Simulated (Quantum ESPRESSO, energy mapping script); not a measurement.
## MnS: exchange couplings from total energies (isotropic strain to volume × 1.03)

Aim: the exchange couplings of MnS from the energies of a few collinear orders, and the ordering temperature that they give.

Calculated with Quantum ESPRESSO 7.5; PBE with U = 4 eV on Mn d, ortho-atomic projectors; plane waves, U on orthogonalised atomic orbitals unless named otherwise, collinear spin, no spin–orbit coupling.

The database entry behind the starting cell differs from later determinations by our own check (an axis about 0.2 % short against later determinations), so it need not match the best structure at ambient conditions.

### Step 1. The starting structure

It takes space group Fm-3m (No. 225, cubic). Conventional cell: a = 5.261 Å, b = 5.261 Å, c = 5.261 Å, α = 90.00°, β = 90.00°, γ = 90.00°. Nearest to Mn lie 6 S at 2.63 Å. S has 6 Mn at 2.63 Å nearest. Farther neighbours and most contacts between anions are not listed.

This cell differs from the given one by: isotropic strain to volume × 1.03. Atoms follow the cell and are not relaxed.

A Hubbard U penalises fractional filling of the shell. It raises the cost of virtual hops to the neighbours, so couplings that rest on such hops usually weaken. These runs use Quantum ESPRESSO.

### Step 2. Run 1 (parallel; cell A, 4 atoms)

Each cell gets its own parallel run on the same mesh, so that most of the mesh error cancels in the differences.

The potential files are GBRV's for PBE; pw.x takes the functional from them.

The input, pw.in:

```
&control
  calculation = 'scf'
  prefix = 'pw'
  outdir = './tmp/'
  pseudo_dir = './pseudo/'
  verbosity = 'low'
/
&system
  ibrav = 0
  nat = 4
  ntyp = 2
  ecutwfc = 45
  ecutrho = 360
  nbnd = 38
  occupations = 'smearing'
  smearing = 'fd'
  degauss = 0.00367493
  nspin = 2
  starting_magnetization(1) = 0.3000
/
&electrons
  conv_thr = 1.0e-08
  electron_maxstep = 120
  mixing_beta = 0.3
  mixing_mode = 'plain'
/
ATOMIC_SPECIES
  Mn 54.9380 Mn.upf
  S 32.0600 S.upf
CELL_PARAMETERS angstrom
  0.00000000 -2.63028881 -2.63028881
  -2.63028881 0.00000000 -2.63028881
  2.63028881 2.63028881 -5.26057761
ATOMIC_POSITIONS crystal
  Mn 0.50000000 0.50000000 0.50000000
  Mn 0.00000000 0.00000000 0.00000000
  S 0.75000000 0.75000000 0.75000000
  S 0.25000000 0.25000000 0.25000000
K_POINTS automatic
  7 7 7 0 0 0
HUBBARD {ortho-atomic}
U Mn-3d 4
```

Started as:

```bash
OMP_NUM_THREADS=1 mpirun -n 8 pw.x -nk 8 -in pw.in > pw.out
```

What it wrote:

```text
Program PWSCF v.7.5 starts
[...]
unit-cell volume          =     491.2097 (a.u.)^3
     number of atoms/cell      =            4
[...]
number of electrons       =        42.00
     number of Kohn-Sham states=           38
     kinetic-energy cutoff     =      45.0000  Ry
     charge density cutoff     =     360.0000  Ry
     scf convergence threshold =      1.0E-08
[...]
Exchange-correlation=  SLA  PW   PBX  PBC
[...]
Hubbard projectors: ortho-atomic
     Hubbard parameters of DFT+U (Dudarev formulation) in eV:
[...]
atomic species   magnetization
[...]
12 Sym. Ops., with inversion, found
[...]
number of k points=    44  Fermi-Dirac smearing, width (Ry)=  0.0037
[...]
Number of occupied Hubbard levels =   10.0000
     Atomic wfc used for Hubbard projectors are orthogonalized
[...]
iteration #  1     ecut=    45.00 Ry     beta= 0.30
[...]
Number of occupied Hubbard levels =   10.0008
     total energy              =    -470.47441178 Ry
     estimated scf accuracy    <       0.97144465 Ry
     total magnetization       =    10.00 Bohr mag/cell
     absolute magnetization    =    10.00 Bohr mag/cell
     iteration #  2     ecut=    45.00 Ry     beta= 0.30
[...]
total energy              =    -470.63751292 Ry
     estimated scf accuracy    <       0.04765648 Ry
     total magnetization       =    10.00 Bohr mag/cell
     absolute magnetization    =    10.00 Bohr mag/cell
     iteration #  3     ecut=    45.00 Ry     beta= 0.30
[...]
total energy              =    -470.65379806 Ry
     estimated scf accuracy    <       0.01812797 Ry
     total magnetization       =    10.00 Bohr mag/cell
     absolute magnetization    =    10.00 Bohr mag/cell
     iteration #  4     ecut=    45.00 Ry     beta= 0.30
[...]
total energy              =    -470.65502483 Ry
     estimated scf accuracy    <       0.00166619 Ry
     total magnetization       =    10.00 Bohr mag/cell
     absolute magnetization    =    10.00 Bohr mag/cell
     iteration #  5     ecut=    45.00 Ry     beta= 0.30
[...]
total energy              =    -470.65539156 Ry
     estimated scf accuracy    <       0.00009481 Ry
     total magnetization       =    10.00 Bohr mag/cell
     absolute magnetization    =    10.00 Bohr mag/cell
     iteration #  6     ecut=    45.00 Ry     beta= 0.30
[...]
total energy              =    -470.65541337 Ry
     estimated scf accuracy    <       0.00015367 Ry
     total magnetization       =    10.00 Bohr mag/cell
     absolute magnetization    =    10.00 Bohr mag/cell
     iteration #  7     ecut=    45.00 Ry     beta= 0.30
[...]
total energy              =    -470.65540870 Ry
     estimated scf accuracy    <       0.00003143 Ry
     total magnetization       =    10.00 Bohr mag/cell
     absolute magnetization    =    10.00 Bohr mag/cell
     iteration #  8     ecut=    45.00 Ry     beta= 0.30
[...]
total energy              =    -470.65541911 Ry
     estimated scf accuracy    <       0.00000157 Ry
     total magnetization       =    10.00 Bohr mag/cell
     absolute magnetization    =    10.00 Bohr mag/cell
     iteration #  9     ecut=    45.00 Ry     beta= 0.30
[...]
total energy              =    -470.65541947 Ry
     estimated scf accuracy    <       0.00000025 Ry
     total magnetization       =    10.00 Bohr mag/cell
     absolute magnetization    =    10.00 Bohr mag/cell
     iteration # 10     ecut=    45.00 Ry     beta= 0.30
[...]
Magnetic moment per site  (integrated on atomic sphere of radius R)
     atom   1 (R=0.292)  charge= 13.1560  magn=  4.5311
     atom   2 (R=0.292)  charge= 13.1564  magn=  4.5313
     atom   3 (R=0.292)  charge=  4.7682  magn=  0.1051
     atom   4 (R=0.292)  charge=  4.7682  magn=  0.1051
     End of self-consistent calculation
     =================== HUBBARD OCCUPATIONS ===================
     ------------------------ ATOM    1 ------------------------
     Tr[ns(  1)] (up, down, total) =   4.97435  0.24969  5.22405
     Atomic magnetic moment for atom   1 =   4.72466
     SPIN  1
     eigenvalues:
       0.992  0.992  0.997  0.997  0.997
     eigenvectors (columns):
       0.820 -0.572  0.000  0.000  0.000
      -0.000 -0.000 -0.577 -0.773 -0.264
       0.000  0.000 -0.578  0.615 -0.537
      -0.572 -0.820 -0.000  0.000 -0.000
      -0.000  0.000 -0.577  0.157  0.802
     occupation matrix ns (before diag.):
       0.992 -0.000 -0.000  0.000  0.000
      -0.000  0.997 -0.000 -0.000 -0.000
      -0.000 -0.000  0.997  0.000 -0.000
       0.000 -0.000  0.000  0.992  0.000
[...]
SPIN  2
     eigenvalues:
[...]
eigenvectors (columns):
[...]
occupation matrix ns (before diag.):
[...]
------ SPIN UP ------------
          k = 0.0000 0.0000-0.0000 (  2467 PWs)   bands (ev):
   -72.6641 -72.6638 -41.3939 -41.3883 -41.3883 -41.3875 -41.3874 -41.3874
    -4.3196  -2.9878   2.5235   3.4398   3.4398   4.1359   4.1360   4.1360
     4.2425   4.2425   4.5796   4.5796   5.4792   8.2533   8.2533   8.2534
     9.6285   9.6285  11.3766  12.6655  15.1585  15.1585  18.0130  18.3054
    18.3054  18.3054  20.4164  21.3440  21.5901  21.5902
          k = 0.0505 0.0505-0.0505 (  2503 PWs)   bands (ev):
   -72.6641 -72.6639 -41.3937 -41.3883 -41.3883 -41.3879 -41.3874 -41.3874
    -4.2686  -3.0775   2.6674   3.4719   3.4719   4.1111   4.1381   4.1381
     4.2121   4.2121   4.5575   4.5575   5.5055   7.8790   8.3244   8.3244
     9.5560   9.5560  11.7648  12.7647  15.3170  15.3170  17.8125  17.8563
    18.2978  18.2978  20.2626  20.2626  20.8541  21.4954
          k = 0.1010 0.1010-0.1010 (  2520 PWs)   bands (ev):
   -72.6641 -72.6639 -41.3928 -41.3889 -41.3882 -41.3882 -41.3876 -41.3876
    -4.1203  -3.3089   3.0369   3.5644   3.5644   4.0223   4.0429   4.0429
[...]
18.0302  18.0302  19.6175  19.6176  20.9602  21.0065
          k = 0.1515 0.1515-0.1515 (  2514 PWs)   bands (ev):
[...]
17.2753  17.2753  19.7794  19.7794  20.3472  20.3472
          k =-0.1515 0.0505-0.0505 (  2504 PWs)   bands (ev):
[...]
18.1368  18.1529  18.6494  20.7699  21.5363  21.7693
          k =-0.1010 0.1010-0.1010 (  2507 PWs)   bands (ev):
[...]
18.0302  18.0749  19.6176  19.6176  20.9594  21.1269
          k =-0.0505 0.1515-0.1515 (  2512 PWs)   bands (ev):
[...]
17.5310  17.7855  18.8237  20.4011  20.5506  21.4732
          k = 0.0000 0.2020-0.2020 (  2518 PWs)   bands (ev):
[...]
17.1104  17.2092  18.8034  19.8696  21.1118  21.9519
          k =-0.3030-0.1010 0.1010 (  2523 PWs)   bands (ev):
[...]
16.4982  17.7776  19.1298  19.2191  21.4940  21.9242
          k =-0.2525-0.0505 0.0505 (  2525 PWs)   bands (ev):
[...]
16.9486  18.1522  18.5240  19.8870  21.4095  22.2867
          k =-0.2020-0.0000 0.0000 (  2516 PWs)   bands (ev):
[...]
k =-0.3030 0.1010-0.1010 (  2507 PWs)   bands (ev):
[...]
k =-0.2525 0.1515-0.1515 (  2509 PWs)   bands (ev):
[...]
k =-0.2020 0.2020-0.2020 (  2499 PWs)   bands (ev):
[...]
k =-0.1515 0.2525-0.2525 (  2516 PWs)   bands (ev):
[...]
k =-0.4546-0.0505 0.0505 (  2512 PWs)   bands (ev):
[...]
k =-0.4041 0.0000-0.0000 (  2524 PWs)   bands (ev):
[...]
k =-0.3536 0.0505-0.0505 (  2520 PWs)   bands (ev):
[...]
k =-0.4546 0.1515-0.1515 (  2505 PWs)   bands (ev):
[... cut ...]
[...]
k =-0.4546-0.0505 0.0505 (  2512 PWs)   bands (ev):
[...]
k =-0.6061-0.0000 0.0000 (  2499 PWs)   bands (ev):
[...]
k =-0.2525-0.0505-0.1515 (  2508 PWs)   bands (ev):
[...]
k =-0.1010 0.1010-0.3030 (  2513 PWs)   bands (ev):
[...]
k =-0.4041-0.2020 0.0000 (  2530 PWs)   bands (ev):
[...]
k =-0.4041 0.0000-0.2020 (  2515 PWs)   bands (ev):
[...]
k =-0.3536 0.0505-0.2525 (  2501 PWs)   bands (ev):
[...]
k =-0.3030 0.1010-0.3030 (  2498 PWs)   bands (ev):
[...]
k =-0.2525 0.1515-0.3536 (  2500 PWs)   bands (ev):
[...]
k =-0.5556-0.1515-0.0505 (  2501 PWs)   bands (ev):
[...]
k =-0.5051-0.1010-0.1010 (  2511 PWs)   bands (ev):
[...]
k =-0.4546-0.0505-0.1515 (  2497 PWs)   bands (ev):
[...]
k = 0.5051-0.3030 0.1010 (  2486 PWs)   bands (ev):
[...]
k = 0.6061-0.2020 0.0000 (  2489 PWs)   bands (ev):
[...]
k = 0.6566-0.1515-0.0505 (  2483 PWs)   bands (ev):
[...]
k = 0.3536-0.4546 0.2525 (  2486 PWs)   bands (ev):
[...]
19.6788  21.2785  22.3029  22.3692  22.7090  23.2293
          k = 0.5556-0.4546 0.0505 (  2487 PWs)   bands (ev):
[...]
18.7665  19.0011  21.5987  22.0251  22.6864  23.6002
          k = 0.6061-0.4041 0.0000 (  2492 PWs)   bands (ev):
[...]
18.3831  18.4223  21.1528  22.6179  23.1425  23.1551
          k = 0.6566-0.3536-0.0505 (  2490 PWs)   bands (ev):
[...]
13.2222  13.8452  14.8798  15.7815  16.9586  17.4056  17.5373  17.7449
    17.8607  18.2199  20.9603  22.8329  22.9995  23.9526
          k = 0.4546-0.5556 0.1515 (  2495 PWs)   bands (ev):
   -67.4747 -67.4747 -36.3180 -36.3178 -36.3151 -36.3145 -36.3130 -36.3130
    -2.6570  -2.6113   4.6151   4.7326   5.7605   6.0364   6.9182   6.9770
    11.9201  12.0540  12.7351  12.7952  12.8984  12.9875  13.1286  13.1590
    13.2239  13.2863  14.4377  14.7567  16.5494  16.9592  18.1529  18.4406
    18.8290  18.9607  22.0162  22.3081  22.4189  23.4112
     the Fermi energy is    10.2039 ev
!    total energy              =    -470.65541965 Ry
     estimated scf accuracy    <          4.2E-09 Ry
     smearing contrib. (-TS)   =      -0.00000005 Ry
     internal energy E=F+TS    =    -470.65541959 Ry
     The total energy is F=E-TS. E is the sum of the following terms:
     one-electron contribution =    -269.28960997 Ry
     hartree contribution      =     149.25487464 Ry
     xc contribution           =     -70.48389676 Ry
     ewald contribution        =    -280.21200712 Ry
     Hubbard energy            =       0.07521962 Ry
     total magnetization       =    10.00 Bohr mag/cell
     absolute magnetization    =    10.00 Bohr mag/cell
     convergence has been achieved in  10 iterations
=------------------------------------------------------------------------------=
   JOB DONE.
=------------------------------------------------------------------------------=
```

The job ended after 20 s (8 MPI ranks of Arm Neoverse V2, shared host; peak memory 1.1 GiB).

Spin moment in the sphere by atom:

| atom | spin moment in the sphere (μB) |
| --- | --- |
| Mn1 | 4.53 |
| Mn2 | 4.53 |
| S3 | 0.11 |
| S4 | 0.11 |

The run ends ferromagnetic.

### Step 3. Order 2: compensated +−, cell A of 4 atoms

This order reverses 6 of the 12 neighbours at 3.72 Å, 6 of the 6 neighbours at 5.26 Å and 12 of the 24 neighbours at 6.44 Å, counted for an average magnetic atom.

pw.in, as its differences from that of step 2:

```diff
@@ -10,6 +10,6 @@
   nat = 4
-  ntyp = 2
+  ntyp = 3
   ecutwfc = 45
   ecutrho = 360
-  nbnd = 38
+  nbnd = 33
   occupations = 'smearing'
@@ -19,2 +19,3 @@
   starting_magnetization(1) = 0.3000
+  starting_magnetization(2) = -0.3000
 /
@@ -27,3 +28,4 @@
 ATOMIC_SPECIES
-  Mn 54.9380 Mn.upf
+  Mn1 54.9380 Mn.upf
+  Mn2 54.9380 Mn.upf
   S 32.0600 S.upf
@@ -34,4 +36,4 @@
 ATOMIC_POSITIONS crystal
-  Mn 0.50000000 0.50000000 0.50000000
-  Mn 0.00000000 0.00000000 0.00000000
+  Mn1 0.50000000 0.50000000 0.50000000
+  Mn2 0.00000000 0.00000000 0.00000000
   S 0.75000000 0.75000000 0.75000000
@@ -41,2 +43,3 @@
 HUBBARD {ortho-atomic}
-U Mn-3d 4
+U Mn1-3d 4
+U Mn2-3d 4
```

What it wrote:

```text
[banner, memory and clock lines left out]
Program PWSCF v.7.5 starts
[...]
unit-cell volume          =     491.2097 (a.u.)^3
     number of atoms/cell      =            4
[...]
number of electrons       =        42.00
     number of Kohn-Sham states=           33
     kinetic-energy cutoff     =      45.0000  Ry
     charge density cutoff     =     360.0000  Ry
     scf convergence threshold =      1.0E-08
[...]
Exchange-correlation=  SLA  PW   PBX  PBC
[...]
Hubbard projectors: ortho-atomic
     Hubbard parameters of DFT+U (Dudarev formulation) in eV:
[...]
atomic species   magnetization
[...]
12 Sym. Ops., with inversion, found
[...]
number of k points=    44  Fermi-Dirac smearing, width (Ry)=  0.0037
[...]
Number of occupied Hubbard levels =   10.0000
     Atomic wfc used for Hubbard projectors are orthogonalized
[...]
iteration #  1     ecut=    45.00 Ry     beta= 0.30
[...]
Number of occupied Hubbard levels =   10.0271
     total energy              =    -470.47127796 Ry
     estimated scf accuracy    <       0.98638658 Ry
     total magnetization       =    -0.00 Bohr mag/cell
     absolute magnetization    =     9.43 Bohr mag/cell
     iteration #  2     ecut=    45.00 Ry     beta= 0.30
[...]
total energy              =    -470.64166748 Ry
     estimated scf accuracy    <       0.04689618 Ry
     total magnetization       =     0.00 Bohr mag/cell
     absolute magnetization    =     9.52 Bohr mag/cell
     iteration #  3     ecut=    45.00 Ry     beta= 0.30
[...]
total energy              =    -470.65986124 Ry
     estimated scf accuracy    <       0.01909617 Ry
     total magnetization       =     0.00 Bohr mag/cell
     absolute magnetization    =     9.50 Bohr mag/cell
[...]
total energy              =    -470.66225973 Ry
[...]
iteration # 11     ecut=    45.00 Ry     beta= 0.30
[...]
total energy              =    -470.66225988 Ry
     estimated scf accuracy    <       0.00000001 Ry
     total magnetization       =    -0.00 Bohr mag/cell
     absolute magnetization    =     9.52 Bohr mag/cell
     iteration # 12     ecut=    45.00 Ry     beta= 0.30
[...]
Magnetic moment per site  (integrated on atomic sphere of radius R)
     atom   1 (R=0.292)  charge= 13.1642  magn=  4.4560
     atom   2 (R=0.292)  charge= 13.1646  magn= -4.4561
     atom   3 (R=0.292)  charge=  4.7628  magn= -0.0000
[...]
k = 0.0505 0.0505-0.0505 (  2503 PWs)   bands (ev):
[...]
18.8961
          k = 0.1010 0.1010-0.1010 (  2520 PWs)   bands (ev):
[...]
18.6317
          k = 0.1515 0.1515-0.1515 (  2514 PWs)   bands (ev):
[...]
k =-0.1515 0.0505-0.0505 (  2504 PWs)   bands (ev):
[...]
k =-0.1010 0.1010-0.1010 (  2507 PWs)   bands (ev):
[...]
k =-0.0505 0.1515-0.1515 (  2512 PWs)   bands (ev):
[...]
k = 0.0000 0.2020-0.2020 (  2518 PWs)   bands (ev):
[...]
k =-0.3030-0.1010 0.1010 (  2523 PWs)   bands (ev):
[...]
k =-0.2525-0.0505 0.0505 (  2525 PWs)   bands (ev):
[...]
k =-0.2020-0.0000 0.0000 (  2516 PWs)   bands (ev):
[...]
[... cut ...]
[...]
k =-0.6061-0.0000 0.0000 (  2499 PWs)   bands (ev):
[...]
k =-0.2525-0.0505-0.1515 (  2508 PWs)   bands (ev):
[...]
k =-0.4041-0.2020 0.0000 (  2530 PWs)   bands (ev):
[...]
k =-0.3030 0.1010-0.3030 (  2498 PWs)   bands (ev):
[...]
k =-0.2525 0.1515-0.3536 (  2500 PWs)   bands (ev):
[...]
k =-0.5556-0.1515-0.0505 (  2501 PWs)   bands (ev):
[...]
k =-0.5051-0.1010-0.1010 (  2511 PWs)   bands (ev):
[...]
k =-0.4546-0.0505-0.1515 (  2497 PWs)   bands (ev):
[...]
k = 0.5051-0.3030 0.1010 (  2486 PWs)   bands (ev):
[...]
k = 0.6061-0.2020 0.0000 (  2489 PWs)   bands (ev):
[...]
k = 0.6566-0.1515-0.0505 (  2483 PWs)   bands (ev):
[...]
k = 0.3536-0.4546 0.2525 (  2486 PWs)   bands (ev):
[...]
k = 0.5556-0.4546 0.0505 (  2487 PWs)   bands (ev):
[...]
k = 0.6061-0.4041 0.0000 (  2492 PWs)   bands (ev):
[...]
k = 0.6566-0.3536-0.0505 (  2490 PWs)   bands (ev):
[...]
17.4406
          k = 0.4546-0.5556 0.1515 (  2495 PWs)   bands (ev):
[...]
5.3069   6.1231   6.4255   7.7584   8.0014  12.0327  12.4430  12.7809
    12.8479  13.1349  13.8058  14.1015  16.0350  16.5057  17.6745  18.0793
    18.2476
     the Fermi energy is    10.1065 ev
!    total energy              =    -470.66225990 Ry
     estimated scf accuracy    <          9.4E-09 Ry
     smearing contrib. (-TS)   =      -0.00000000 Ry
     internal energy E=F+TS    =    -470.66225990 Ry
     The total energy is F=E-TS. E is the sum of the following terms:
     one-electron contribution =    -269.43832914 Ry
     hartree contribution      =     149.36953091 Ry
     xc contribution           =     -70.46652462 Ry
     ewald contribution        =    -280.21200712 Ry
     Hubbard energy            =       0.08507006 Ry
     total magnetization       =    -0.00 Bohr mag/cell
     absolute magnetization    =     9.52 Bohr mag/cell
     convergence has been achieved in  12 iterations
```

It took 22 s on 8 MPI ranks; peak memory 1.1 GiB; 2.9 min of CPU time.

Spin moment in the sphere by atom:

| atom | spin moment in the sphere (μB) |
| --- | --- |
| Mn1 | 4.46 |
| Mn2 | -4.46 |
| S3 | 0.00 |
| S4 | 0.00 |

The run ends antiferromagnetic, 46.53 meV a magnetic atom below the parallel order of its cell.

### Step 4. Order 3: parallel, cell B of 4 atoms

A new cell needs its own zero of energy.

This run holds the same structure in another cell (c 6.443 → 5.261 Å, α 73.2 → 90.0°, β 73.2 → 90.0°, γ 60.0 → 90.0°).

The input, pw.in:

```
&control
  calculation = 'scf'
  prefix = 'pw'
  outdir = './tmp/'
  pseudo_dir = './pseudo/'
  verbosity = 'low'
/
&system
  ibrav = 0
  nat = 4
  ntyp = 2
  ecutwfc = 45
  ecutrho = 360
  nbnd = 38
  occupations = 'smearing'
  smearing = 'fd'
  degauss = 0.00367493
  nspin = 2
  starting_magnetization(1) = 0.3000
/
&electrons
  conv_thr = 1.0e-08
  electron_maxstep = 120
  mixing_beta = 0.3
  mixing_mode = 'plain'
/
ATOMIC_SPECIES
  Mn 54.9380 Mn.upf
  S 32.0600 S.upf
CELL_PARAMETERS angstrom
  0.00000000 -2.63028881 -2.63028881
  0.00000000 2.63028881 -2.63028881
  5.26057761 0.00000000 0.00000000
ATOMIC_POSITIONS crystal
  Mn 0.50000000 0.50000000 0.50000000
  Mn 0.00000000 0.00000000 0.00000000
  S 0.50000000 0.50000000 0.00000000
  S 0.00000000 0.00000000 0.50000000
K_POINTS automatic
  6 6 4 0 0 0
HUBBARD {ortho-atomic}
U Mn-3d 4
```

What it wrote:

```text
[banner, memory and clock lines left out]
Program PWSCF v.7.5 starts
[...]
unit-cell volume          =     491.2097 (a.u.)^3
     number of atoms/cell      =            4
[...]
number of electrons       =        42.00
     number of Kohn-Sham states=           38
     kinetic-energy cutoff     =      45.0000  Ry
     charge density cutoff     =     360.0000  Ry
[...]
The total energy is F=E-TS. E is the sum of the following terms:
     one-electron contribution =    -269.29008380 Ry
     hartree contribution      =     149.25582628 Ry
     xc contribution           =     -70.48424295 Ry
     ewald contribution        =    -280.21200721 Ry
     Hubbard energy            =       0.07520125 Ry
     total magnetization       =    10.00 Bohr mag/cell
     absolute magnetization    =    10.00 Bohr mag/cell
     convergence has been achieved in  10 iterations
[key lines of the parts left out:]
!    total energy              =    -470.65530675 Ry
the Fermi energy is    10.1118 ev
```

Wall time 13 s (8 MPI ranks); peak memory 0.96 GiB.

The run ends ferromagnetic. For each magnetic atom its energy differs from the parallel run of the first cell by 0.77 meV, an error that one common reference would have brought in.

(Part 1 of 2 ends here.)

[Logs and program files are shortened in this print: banners, set-up blocks, solver, clock and traceback lines can be left out without a mark of their own.]

[Logs are printed without paths, hosts, clocks, repeated set-up lines and the standing remarks that a program may print on its own settings, such as how far it seeks lower states.]

[Hosts, paths, dates, database ids (printed as entryN), source tags and the programs' standing remarks are cut or masked in the printed files.]

[Where a cell is said to come from a database of computed structures, the database is the Materials Project.]
